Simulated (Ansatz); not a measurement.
# SrB4 (built on the sites of a database entry of SrIn4): a soft mode frozen in

Which phase does SrB4 (built on the sites of a database entry of SrIn4) fall into along its unstable mode, and how much energy does it gain?

Calculated with Ansatz 0.2.0; DFT PBEsol, scalar-relativistic, plane waves, PAW.

The structure was built from a prototype and need not be the compound's stable phase.

## 1. Set-up

The structure is tetragonal, space group I4/mmm (No. 139). Conventional cell: a = 3.146 Å, b = 3.146 Å, c = 10.522 Å, α = 90.00°, β = 90.00°, γ = 90.00°. Nearest to Sr lie 16 B at 2.83 to 3.06 Å and 4 Sr at 3.15 Å. Nearest to B lie 8 B at 1.80 to 2.22 Å and 4 Sr at 3.06 Å. Nearest to B lie 8 B at 1.80 to 2.84 Å and 4 Sr at 2.83 Å. Farther neighbours are not listed.

## 2. The dispersion

The cell comes from relaxations at this level that are not shown. Stability and thermal properties need the whole zone. Linear response on a 2×2×2 q mesh gives force constants as far as a supercell of that size would.

The input, input.yaml:

```yaml
crystal:
  lattice:
    - [-1.5728358157, 1.5728358157, 5.2610765084]
    - [1.5728358157, -1.5728358157, 5.2610765084]
    - [1.5728358157, 1.5728358157, -5.2610765084]
  atoms:
    - { symbol: Sr, position: [0.0, 0.0, 0.0] }
    - { symbol: B, position: [0.25, 0.75, 0.5] }
    - { symbol: B, position: [0.75, 0.25, 0.5] }
    - { symbol: B, position: [0.3339941831, 0.3339941831, 0.0] }
    - { symbol: B, position: [0.6660058169, 0.6660058169, 0.0] }
kpoints:
  mp_grid: { grid: [16, 16, 16] }
hamiltonian:
  xc: pbesol
scf:
  occupations: { method: methfessel_paxton, width: 0.2 }
output:
  eigenvalues: true
phonons:
  method: dfpt
  qmesh: [2, 2, 2]
  temperatures: { t_max: 1000, t_step: 50 }
  qpath:
    path:
      - [[0.0, 0.0, 0.0], [0.0, 0.0, 0.5], [0.25, 0.25, 0.25], [0.0, 0.5, 0.0], [0.0, 0.0, 0.0], [0.5, 0.5, -0.5], [0.27234383, 0.72765617, -0.27234383]]
      - [[-0.27234383, 0.27234383, 0.27234383], [0.0, 0.0, 0.0]]
      - [[0.0, 0.0, 0.5], [-0.04468765, 0.04468765, 0.5]]
      - [[0.5, 0.5, -0.04468765], [0.5, 0.5, -0.5]]
    npoints: 10
```

The run is started by

```
$ ansatz run input.yaml --threads 8 --pin off --max-ram 14336MiB --backend cpu --events-out ev --progress --plain --runs-dir out
```

Numbers of over 12 decimals in the logs are rounded to 6 here.

Log:

```text
Warning: phonons: the dynamical matrix that this run interpolates holds no multipole term above the dipole-dipole one, and a site of this crystal is no centre of inversion, so its interpolated transverse optical and acoustic branches and sound speeds can stay off near Gamma, and the density of states and the thermodynamics with them. What a run solves at a wave vector of phonons.qpoints, Gamma apart, where the deck admits one, is free of this, and under fd what a larger phonons.supercell samples
Engine: ansatz 0.2.0, aarch64-unknown-linux-gnu
Pseudopotentials: kind: paw
Pseudopotential: Sr, paw, valence charge 10, recommended cutoff 420 eV (normal), Sr.paw.azcp
Pseudopotential: B, paw, valence charge 3, recommended cutoff 420 eV (normal), B.paw.azcp
Functional definition: PBEsol
  exchange = pbesol_x
  correlation = pbesol_c
Crystal: 5 atoms, lattice volume = 52.060 Å³
Basis set: ecut = 420 eV, 1037 PW (Γ), exchange–correlation on 80×80×80 points (8 copies of the dense FFT grid, shifted against one another)
Bands: 16, of which v1, the nominal top of the filled ones, is band 11 counted from 1 (10 counted from 0)
Symmetry: 16 space group operations
k-points: 349 of 4096
Non-local potential: Sr, projectors of the file, l = 0: 3, l = 1: 2, l = 2: 2
Non-local potential: B, projectors of the file, l = 0: 2, l = 1: 2, l = 2: 1
PAW form: soft (Blöchl's): semilocal exchange-correlation on the pseudo side does not see the compensation charge
PAW frozen core: Sr, regenerated for the run's functional, and the local potential with it (the file was generated under x = pbe(κ = 0.804, μ = 0.219515), c = pbe(β = 0.066725))
PAW frozen core: B, regenerated for the run's functional, and the local potential with it (the file was generated under x = pbe(κ = 0.804, μ = 0.219515), c = pbe(β = 0.066725))
PAW one-centre angular grid: Sr, 110 points (default); XC on 64 Gauss nodes
PAW one-centre angular grid: B, 110 points (default); XC on 64 Gauss nodes
Initial density: superposition of atomic densities (neutral atoms: chi_scale 0, normalization atom), corrected by the library's trained network
Initial wavefunctions: pseudopotential atomic-orbital guess
Functional: x = pbesol(κ = 0.804, μ = 0.123457), c = pbesol(β = 0.046)
SCF iter   1: F=—  HF=-4101.566248 eV  |F-HF|=—  |Δ(HF+E_count)|=         —  Δρ=5.47e-3  dr2=1.52e-2  ethr=1.77e-3  ⟨swp⟩=7.1  Hψ=37408  notcnv=0
preconditioner: auto → Kerker (q_TF=auto, 2.363 Å⁻¹)  [metal: Δε(μ)=0.002 eV  Ē_g=12.641 eV  σ=0.200 eV  W_gap=0.01  n_scr=10 (ndim 8)  ℏωp=23.0 eV  f_vac=0.000  D(μ)=2.05/eV (n_scr^D=12)]
SCF iter   2: F=—  HF=-4101.564058 eV  |F-HF|=—  |Δ(HF+E_count)|=   2.19e-3  S|Δr|=    0.00e0  Δρ=3.13e-3  dr2=5.86e-3  ethr=6.91e-5  ⟨swp⟩=2.4  Hψ=11187  notcnv=0
SCF iter   3: F=—  HF=-4101.562783 eV  |F-HF|=—  |Δ(HF+E_count)|=   1.28e-3  S|Δr|=    0.00e0  Δρ=4.42e-4  dr2=7.84e-5  ethr=2.66e-5  ⟨swp⟩=2.5  Hψ=7882  notcnv=0
SCF iter   4: F=—  HF=-4101.562797 eV  |F-HF|=—  |Δ(HF+E_count)|=   1.43e-5  S|Δr|=    0.00e0  Δρ=1.67e-4  dr2=1.16e-5  ethr=3.57e-7  ⟨swp⟩=2.1  Hψ=7994  notcnv=0
SCF iter   5: F=—  HF=-4101.562798 eV  |F-HF|=—  |Δ(HF+E_count)|=   1.09e-6  S|Δr|=    0.00e0  Δρ=2.43e-5  dr2=3.04e-7  ethr=5.26e-8  ⟨swp⟩=2.6  Hψ=8958  notcnv=0
SCF iter   6: F=—  HF=-4101.562798 eV  |F-HF|=—  |Δ(HF+E_count)|=   5.04e-7  S|Δr|=    0.00e0  Δρ=6.02e-6  dr2=2.03e-8  ethr=1.38e-9  ⟨swp⟩=2.5  Hψ=9119  notcnv=0
SCF iter   7: F=—  HF=-4101.562798 eV  |F-HF|=—  |Δ(HF+E_count)|=   3.85e-9  S|Δr|=    0.00e0  Δρ=1.00e-6  dr2=8.02e-10  ethr=9.21e-11  ⟨swp⟩=2.7  Hψ=9340  notcnv=0
SCF iter   8: F=—  HF=-4101.562798 eV  |F-HF|=—  |Δ(HF+E_count)|=  8.19e-12  S|Δr|=    0.00e0  Δρ=2.35e-7  dr2=5.49e-11  ethr=3.64e-12  ⟨swp⟩=2.5  Hψ=9294  notcnv=0
SCF iter   9: F=-4101.562798 eV  HF=-4101.562798 eV  |F-HF|=7.28e-12  |Δ(HF+E_count)|=  9.09e-13  S|Δr|=    0.00e0  Δρ=6.47e-8  dr2=9.81e-12  ethr=1.00e-12  ⟨swp⟩=7.1  Hψ=27492  notcnv=0
the search or the solves at the SCF's close seem to have found levels that the self-consistency loop had missed (the run counts 1). By its estimate they hold under 1e-12 electrons; where the run keeps them, the occupations were computed again with them
SCF 1 converged in 9 iterations: F = -4101.562798 eV  dr2 = 9.81e-12
  greatest PAW one-centre occupation: 0.987 electrons in one spin orbital (limit 2), on the Sr atom at site 0 (counted from 0), in its partial waves of l = 0
Initial density: read from a saved state, or passed on in memory by an earlier SCF of this step, an earlier step, the calling program or the single point that the run made first
iter 1 solved again at ethr=2.45e-6 eV; its pass at ethr=3.10e-3 eV (dr2=5.40e-4 eV) is discarded
SCF iter   1: F=—  HF=-4101.562798 eV  |F-HF|=—  |Δ(HF+E_count)|=         —  Δρ=1.87e-6  dr2=1.05e-9  ethr=2.45e-6  ⟨swp⟩=3.3  Hψ=53178  notcnv=0
eigensolver tolerance schedule: the retry pair's looser diagonalisation over-reported the residual by 512821.12 of it (diagonalisation noise at an unbounded share of the residual, at the tolerance the schedule requests for it); recorded, not acted on — ethr = c·dr2/N_el stays at c = 1.0e-1
preconditioner: auto → Kerker (q_TF=auto, 2.363 Å⁻¹)  [metal: Δε(μ)=0.002 eV  Ē_g=12.649 eV  σ=0.200 eV  W_gap=0.01  n_scr=10 (ndim 8)  ℏωp=23.0 eV  f_vac=0.000  D(μ)=2.04/eV (n_scr^D=12)]
SCF iter   2: F=—  HF=-4101.562798 eV  |F-HF|=—  |Δ(HF+E_count)|=   2.42e-7  S|Δr|=    0.00e0  Δρ=8.62e-7  dr2=2.16e-10  ethr=4.78e-12  ⟨swp⟩=4.7  Hψ=17739  notcnv=0
SCF iter   3: F=—  HF=-4101.562798 eV  |F-HF|=—  |Δ(HF+E_count)|=  2.55e-11  S|Δr|=    0.00e0  Δρ=5.88e-7  dr2=9.77e-11  ethr=1.00e-12  ⟨swp⟩=1.0  Hψ=5584  notcnv=0
SCF iter   4: F=—  HF=-4101.562798 eV  |F-HF|=—  |Δ(HF+E_count)|=  2.18e-11  S|Δr|=    0.00e0  Δρ=2.80e-7  dr2=2.38e-11  ethr=1.00e-12  ⟨swp⟩=1.0  Hψ=5584  notcnv=0
SCF iter   5: F=-4101.562798 eV  HF=-4101.562798 eV  |F-HF|=2.73e-12  |Δ(HF+E_count)|=  5.46e-12  S|Δr|=    0.00e0  Δρ=1.48e-7  dr2=6.81e-12  ethr=1.00e-12  ⟨swp⟩=3.7  Hψ=18514  notcnv=0
SCF 2 converged in 5 iterations: F = -4101.562798 eV  dr2 = 6.81e-12
phonons: the bands overlap, so this run is a metal and interpolates without the dipole-dipole term. If the crystal is really an insulator or semiconductor, its LO-TO splitting is missing
NSCF: frozen V_eff on 349 k-points
WARN: eigensolver did not converge in 47 slots of this pass, the one above among them; of largest residual over every band (k=241): 1 band(s) unlocked (lowest unlocked band 15, counted from 0; max residual 8.30e-5 eV among the unlocked bands, 8.30e-5 eV over every band); of lowest unlocked band (k=8): band 15
NSCF: frozen V_eff on 621 k-points
DFPT response loops at q = (0, 0, 0) (fractional): preconditioner auto → Kerker (q_TF=auto, 2.363 Å⁻¹) (partly filled bands, converged f_vac=0.000); β = 1.00, the filter's whole step (`scf.mixing.beta` (0.50) is not read by the response loops under this deck's `scf.mixing.preconditioner`; to damp them name `kerker` or `kerker_dos`, under which they read `scf.mixing.beta`, and type it under 1.00, their step now; both keys bind the ground state too); Broyden in place of MSR1
NSCF: frozen V_eff on 2196 k-points
DFPT response loops at q = (0, 0, -0.5) (fractional): mixed as the last ones told, above
NSCF: frozen V_eff on 2196 k-points
DFPT response loops at q = (0, -0.5, 0) (fractional): mixed as the last ones told, above
NSCF: frozen V_eff on 1242 k-points
DFPT response loops at q = (-0.5, -0.5, -0.5) (fractional): mixed as the last ones told, above
SCF converged after 9 iterations
Stability not checked: this state was not tested for a lower state beside it, because cold or Methfessel-Paxton smearing, or corrected tetrahedra, fill the levels in a way that the test cannot read (fill_not_monotonic; see scf.lower_state_search)
Free energy (F): -4101.562798 eV
Harris-Foulkes:  -4101.562798 eV  (|F-HF|=7.28e-12)
Internal energy: -4101.561867 eV  (E = F + TS)
E sigma→0 (E₀):  -4101.562565 eV
Entropy (-TS):   -0.000930 eV (-0.186 meV/atom)
Fermi energy:    11.236916 eV
--- Per-component energies (eV) ---
  E_band       = -2.358244
  E_kinetic    = 441.971197
  E_local      = -563.998318  (includes V_loc(G=0)·N_el)
  E_nonlocal   = 248.815184
  E_hartree    = 119.302770
  E_xc         = -300.927321
  E_vxc        = -315.827393  (∫ρ·V_xc dr)
  E_paw        = -2945.986565  (= ΣΔE_a)
  E_vpaw       = -51.924453  (= ΣTr[D̂ρ^β])
  E_aug_tail   = -0.000014  (compensation charges beyond the density's cutoff)
  E_ewald      = -1100.931991
  E_core_change = 0.193191  (= ΣΔE_core)
  E_smearing   = -0.000930  (= −TS)
  E_closure    = -0.000000  (closes the sum)
  Σ components = -4101.562798   (vs F -4101.562798, Δ=0.00e0)
--- Band table (eV; the first three rows and the last of 349) ---
  k-point 0: bands = [... 7 lower, 6.0054, 7.3542, 11.8692, 11.8718, 12.5150, 12.9726, 12.9726, 15.4009, ... 1 higher]
  k-point 1: bands = [... 7 lower, 5.8867, 7.5343, 11.4801, 12.2398, 12.5913, 12.7185, 13.3641, 15.5361, ... 1 higher]
  k-point 2: bands = [... 7 lower, 5.6767, 8.0071, 10.7789, 11.6044, 13.0638, 13.1954, 14.1425, 15.8621, ... 1 higher]
  k-point 348: bands = [... 7 lower, 6.1467, 10.2392, 10.8688, 10.9749, 12.0865, 12.5131, 12.5131, 14.2898, ... 1 higher]
--- Phonons (Γ-DFPT): 6 representative perturbations + reference (Σ response iterations 18) ---
  ASR residual: 2.099e-5 → 0.000e0 eV/Å²; symmetrization residual: 5.684e-7 eV/Å²
  ASR residual per site (eV/Å²): 2.10e-5 9.99e-6 9.99e-6 3.74e-6 3.74e-6
  Γ frequencies (cm⁻¹): -449.69 -449.69 0.00 0.00 0.00 212.24 230.80 230.80 254.97 596.42 634.60 667.47 667.47 747.59 747.59
--- Phonons (arbitrary-q DFPT): 4 irreducible q on the 2×2×2 mesh ---
  q = [0.0000, 0.0000, 0.0000] (star 1, of the zone-centre solve; hermiticity 9.99e-8, symmetrization 9.52e-15): -449.69 -449.69 -0.00 0.00 0.00 212.24 230.80 230.80 254.97 596.42 634.60 667.47 667.47 747.59 747.59
  q = [0.0000, 0.0000, -0.5000] (star 2, 6 solved perturbations in 5157 linear systems a pass and spin channel, the states on 1098 of 4096 k-point pairs; hermiticity 2.82e-7, symmetrization 1.11e-7): 61.18 149.11 160.39 180.59 182.64 406.72 414.17 555.18 557.32 569.86 571.20 602.74 625.00 684.60 687.96
  q = [0.0000, -0.5000, 0.0000] (star 4, 9 solved perturbations on 1098 of 4096 k-point pairs; hermiticity 1.54e-6, symmetrization 7.68e-7): -275.58 -244.91 66.17 118.12 154.20 254.25 283.94 329.07 353.55 582.85 599.94 672.03 687.54 688.27 694.79
  q = [-0.5000, -0.5000, -0.5000] (star 1, 6 solved perturbations in 2910 linear systems a pass and spin channel, the states on 621 of 4096 k-point pairs; hermiticity 1.03e-7, symmetrization 7.45e-14): -459.53 -459.53 128.45 128.48 128.48 190.74 194.47 194.47 265.86 578.78 662.74 662.74 687.17 749.06 749.06
  sum rule: each row above includes the acoustic sum rule's correction from the zone centre's row sums; it moved no ω² by more than (0.50 cm⁻¹)²
  mesh force constants: q→R imaginary residual 1.35e-17; ASR residual 2.099e-5 → 0.000e0 eV/Å²; symmetrization residual 7.105e-15 eV/Å²
  interpolated dispersion: 94 rows × 15 modes
  density of states and harmonic sums: on the 20×20×28 q-mesh, interpolated from the force constants of a 2×2×2 supercell (no non-analytic term)
  largest difference from the sums on the solved wave vectors: F 4.93e-2 eV, S 5.87e-5 and C_V 2.16e-5 eV/K
  zero-point energy: 0.344946 eV/cell   skipped modes (ω ≤ 0): 4670, of them read as no rigid motion or as one in doubt: 4667 (1.757e0 modes/cell left out, lowest -459.53 cm⁻¹)   left out of the sums: 1.17e-1 of the cell's modes: C_V's classical limit lies that fraction below 3 k_B per atom; for a crystal, a wire or a layer, F and S can be off by more, and a phonons.interpolated_qmesh denser along its periods is the remedy for the sampling
```

It took 6.2 min on 8 threads of Arm Neoverse V1, shared host; peak memory 2.5 GiB.

The column dr2 measures how far the density is from self-consistency, as an energy; F and HF (Harris–Foulkes) agree once it is small.

Numbers from this step:

```
volume per atom                                         : 10.41 Å³
gap on the k-mesh                                       : 0 eV
sum-rule residual before enforcement                    : 2.10e-5 eV/Å²
lowest frequency on the path                            : -459.5 cm⁻¹
point group                                             : 4/mmm
highest frequency on the path or at a solved wavevector : 751.9 cm⁻¹
highest optical mode at the zone centre (no LO-TO term) : 747.6 cm⁻¹
lowest optical zone-centre mode                         : -449.7 cm⁻¹
lowest mode on the q mesh (acoustic modes at Γ apart)   : -459.5 cm⁻¹
```

Frequencies (cm⁻¹) solved at each irreducible wavevector; negative means imaginary. Frequencies by wavevector, by row:

```tsv
q in reciprocal lattice units	star	mode 1	mode 2	mode 3	mode 4	mode 13	mode 14	mode 15
0 0 0	1	-449.7	-449.7	0	0	667.5	747.6	747.6
0 0 -0.5	2	61.2	149.1	160.4	180.6	625	684.6	688
0 -0.5 0	4	-275.6	-244.9	66.2	118.1	687.5	688.3	694.8
-0.5 -0.5 -0.5	1	-459.5	-459.5	128.4	128.5	687.2	749.1	749.1
```

Interpolated from a 2×2×2 q mesh, rough between the solved points. Phonon branches along the path, in cm⁻¹:

```tsv
point	branch 1	branch 2	branch 3	branch 4	branch 12	branch 13	branch 14	branch 15
Γ	-450	-450	0	0	668	668	748	748
halfway	-252	102	107	131	668	684	707	723
X	61	149	160	181	603	625	685	688
halfway	66	139	164	179	600	627	685	688
P	71	130	172	172	598	629	686	686
halfway	-105	-102	116	148	640	661	695	697
N	-276	-245	66	118	672	688	688	695
halfway	-401	-191	-51	99	670	679	728	736
Γ	-450	-450	0	0	668	668	748	748
halfway	-455	-455	81	81	665	667	748	748
M	-460	-460	128	128	663	687	749	749
halfway	-415	-251	87	116	667	672	732	747
S	-290	-230	76	118	664	685	698	698
jump to S0	-290	-230	76	118	664	685	698	698
halfway	-392	-114	-74	106	672	680	725	731
Γ	-450	-450	0	0	668	668	748	748
jump to X	61	149	160	181	603	625	685	688
halfway	60	142	165	180	603	627	685	688
R	57	129	172	180	603	632	688	688
jump to G′	57	129	172	180	603	632	688	688
halfway	-294	-63	34	139	664	680	725	728
M	-460	-460	128	128	663	687	749	749
```

Symmetry leaves 4 wavevectors to solve. The lowest mode among them, the acoustic zeros apart, lies at q = (-0.5, -0.5, -0.5) and is imaginary, 459.5i cm⁻¹, so the energy falls along it.

## 3. The mode frozen in, largest atomic shift 0 Å

The mode followed lies at q = (-0.5, -0.5, -0.5) with frequency 459.5i cm⁻¹ and is 2-fold degenerate, the softest among the wavevectors solved. At small amplitude the distorted cell has space group no. 11 by a symmetry search on the positions. The undistorted cell that holds it gives the zero of energy on the same k mesh.

System of this step: SrB4 (built on the sites of a database entry of SrIn4). Symmetry: I4/mmm, No. 139, tetragonal system. The conventional cell has a = 3.146 Å, b = 3.146 Å, c = 10.522 Å, α = 90.00°, β = 90.00°, γ = 90.00°. Nearest to Sr lie 16 B at 2.83 to 3.06 Å and 4 Sr at 3.15 Å. Nearest to B lie 8 B at 1.80 to 2.22 Å and 4 Sr at 3.06 Å. Nearest to B lie 8 B at 1.80 to 2.84 Å and 4 Sr at 2.83 Å. Farther neighbours are not listed.

The input, input.yaml:

```yaml
crystal:
  lattice:
    - [0.0, -3.1456716314, 0.0]
    - [-3.1456716314, 0.0, 0.0]
    - [0.0, 0.0, -10.5221530169]
  atoms:
    - { symbol: Sr, position: [0.5, 0.5, 0.5] }
    - { symbol: Sr, position: [1.0, 1.0, 0.0] }
    - { symbol: B, position: [0.5, 1.0, 0.25] }
    - { symbol: B, position: [0.0, 0.5, 0.75] }
    - { symbol: B, position: [1.0, 0.5, 0.25] }
    - { symbol: B, position: [0.5, 0.0, 0.75] }
    - { symbol: B, position: [0.5, 0.5, 0.1660058169] }
    - { symbol: B, position: [1.0, 1.0, 0.6660058169] }
    - { symbol: B, position: [0.0, 0.0, 0.3339941831] }
    - { symbol: B, position: [0.5, 0.5, 0.8339941831] }
kpoints:
  mp_grid: { grid: [12, 12, 4] }
hamiltonian:
  xc: pbesol
scf:
  occupations: { method: methfessel_paxton, width: 0.2 }
output:
  forces: true
  stress: true
  eigenvalues: true
```

Log:

```text
[...]
Crystal: 10 atoms, lattice volume = 104.119 Å³
Basis set: ecut = 420 eV, 2051 PW (Γ), exchange–correlation on 48×48×144 points (8 copies of the dense FFT grid, shifted against one another)
Bands: 32, of which v1, the nominal top of the filled ones, is band 22 counted from 1 (21 counted from 0)
Symmetry: 32 space group operations
[...]
k-points: 84 of 576
[...]
k-point 0: bands = [... 18 lower, 10.8693, 10.9766, 11.8632, 11.8811, 12.0989, 12.5197, 12.5197, 12.5305, ... 6 higher]
  k-point 1: bands = [... 18 lower, 11.0332, 11.4833, 11.7227, 12.2114, 12.3637, 12.4481, 12.5863, 12.5863, ... 6 higher]
  k-point 2: bands = [... 18 lower, 11.2027, 11.2027, 12.2475, 12.2475, 12.7487, 12.7487, 12.7487, 12.7487, ... 6 higher]
  k-point 83: bands = [... 18 lower, 7.5249, 7.5249, 7.7345, 7.7345, 10.7130, 10.7130, 16.0294, 16.0294, ... 6 higher]
[key lines of the parts left out:]
SCF converged after 6 iterations
Free energy (F): -8203.128269 eV
Fermi energy:    11.239999 eV
P = ⅓ Tr σ = 0.0727 GPa (0.727 kbar)
```

It took 2.4 s on 8 threads; peak memory 0.61 GiB; 18 s of CPU time.

Numbers from this step:

- pressure: 0.07268 GPa
- energy from the undistorted cell: 0 meV/atom

The run ends at a pressure of 0.07 GPa, with forces up to 0.053 eV/Å.

## 4. The mode frozen in, largest atomic shift 0.22 Å

The atoms are moved along the unstable eigenvector, the largest shift by 0.22 Å, with the cell fixed.

The input, input.yaml:

```yaml
crystal:
  lattice:
    - [0.0, -3.1456716314, 0.0]
    - [-3.1456716314, 0.0, 0.0]
    - [0.0, 0.0, -10.5221530169]
  atoms:
    - { symbol: Sr, position: [0.500506632, 0.4987081901, 0.5] }
    - { symbol: Sr, position: [0.999493368, 1.0012918099, 0.0] }
    - { symbol: B, position: [0.5255350024, 1.0651091341, 0.25] }
    - { symbol: B, position: [-0.0255350024, 0.4348908659, 0.75] }
    - { symbol: B, position: [0.9744649976, 0.4348908659, 0.25] }
    - { symbol: B, position: [0.5255350024, 0.0651091341, 0.75] }
    - { symbol: B, position: [0.4800876242, 0.5507725642, 0.1660058169] }
    - { symbol: B, position: [1.0199123758, 0.9492274358, 0.6660058169] }
    - { symbol: B, position: [0.0199123758, -0.0507725642, 0.3339941831] }
    - { symbol: B, position: [0.4800876242, 0.5507725642, 0.8339941831] }
kpoints:
  mp_grid: { grid: [12, 12, 4] }
hamiltonian:
  xc: pbesol
scf:
  occupations: { method: methfessel_paxton, width: 0.2 }
output:
  forces: true
  stress: true
  eigenvalues: true
```

Log:

```text
[...]
Crystal: 10 atoms, lattice volume = 104.119 Å³
Basis set: ecut = 420 eV, 2051 PW (Γ), exchange–correlation on 48×48×144 points (8 copies of the dense FFT grid, shifted against one another)
Bands: 32, of which v1, the nominal top of the filled ones, is band 22 counted from 1 (21 counted from 0)
Symmetry: 4 space group operations
[...]
k-points: 222 of 576
[...]
k-point 0: bands = [... 18 lower, 10.2188, 10.3397, 10.8265, 11.1913, 11.6800, 11.8995, 13.3216, 13.4287, ... 6 higher]
  k-point 1: bands = [... 18 lower, 10.0082, 10.1630, 11.1668, 11.5088, 11.7550, 12.1804, 13.1721, 13.3892, ... 6 higher]
  k-point 2: bands = [... 18 lower, 10.0503, 10.0503, 11.3172, 11.3172, 12.6587, 12.6587, 12.8805, 12.8805, ... 6 higher]
  k-point 221: bands = [... 18 lower, 7.6654, 7.6654, 7.8174, 7.8174, 10.5442, 10.5442, 15.6245, 15.6245, ... 6 higher]
[key lines of the parts left out:]
SCF converged after 6 iterations
Free energy (F): -8204.001250 eV
Fermi energy:    11.145494 eV
P = ⅓ Tr σ = 0.0910 GPa (0.910 kbar)
```

Wall time 6.2 s (8 threads); peak memory 0.86 GiB; 47 s of CPU time.

Numbers from this step:

- pressure: 0.09097 GPa
- energy from the undistorted cell: -87.42 meV/atom

The energy, extrapolated to zero smearing, is -87.42 meV/atom against the undistorted cell.

The run ends at a pressure of 0.09 GPa, with forces up to 1.6 eV/Å.

(Part 1 of 2 ends here.)

[Logs are printed without paths, hosts, clocks, repeated set-up lines and the standing remarks that a program may print on its own settings, such as how far it seeks lower states.]

[Hosts, paths, dates, database ids (printed as entryN), source tags and the programs' standing remarks are cut or masked in the printed files.]
